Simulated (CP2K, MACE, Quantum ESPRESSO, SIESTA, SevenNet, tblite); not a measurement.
# Bulk modulus two ways: random rock-salt alloy of NbC and TiC (64 atoms), QE, PBE

The cell holds 64 atoms (24 Ti, 32 C and 8 Nb). Recipe: rock-salt NbC, 2 x 2 x 2 conventional cells, 24 of 32 Nb sites given to Ti at random (x = 0.750), lattice by Vegard's rule (a = 4.364 Å); not relaxed, displaced by a Gaussian of 0.02 Å Then the atoms were relaxed with MACE MP-0b3 medium in the fixed cell.

Calculated with Quantum ESPRESSO 7.5: PBE; plane waves, SSSP efficiency, 60/480 Ry; k-points Γ. The cell is scaled evenly by ±3 % in volume, with fractional positions held.

| volume (Å³/atom) | energy less the middle row's (meV/atom) | pressure (GPa) |
| --- | --- | --- |
| 10.074 | 10.580 | 9.835 |
| 10.385 | 0.000 | 0.997 |
| 10.697 | 5.315 | -6.517 |

**Question.** Find the bulk modulus at the middle volume from the pressures and from the energies, and check the printed pressure against the slope of the energy (1 meV/Å³ = 0.16022 GPa).

Worked:

The step is h = 0.3116 Å³. From pressures: B = −V dP/dV = 10.385 × (9.835 − (-6.517)) / (2 × 0.3116) = 273 GPa.

From energies: B = V d²E/dV² = 10.385 × (10.580 + (5.315)) / 0.3116² = 1701 meV/Å³ = 272 GPa.

Slope: P = −dE/dV = −(5.315 − (10.580)) / (2 × 0.3116) = 8.45 meV/Å³ = 1.35 GPa, against 1.00 GPa printed.

The two moduli agree within 0 %.

A central difference over ±3 % overstates P by about B(1 + B′)(0.03)²/6, some 0.20 GPa for B′ = 4. A stress printed at a finite cutoff holds the number of plane waves fixed and tends to come out low, which is the sign found here.

Limits: three points, a static cell at zero temperature, the cell shape held; the modulus is that at 1.0 GPa, not at zero pressure.

[Hosts, paths, dates, database ids (printed as entryN), source tags and the programs' standing remarks are cut or masked in the printed files.]
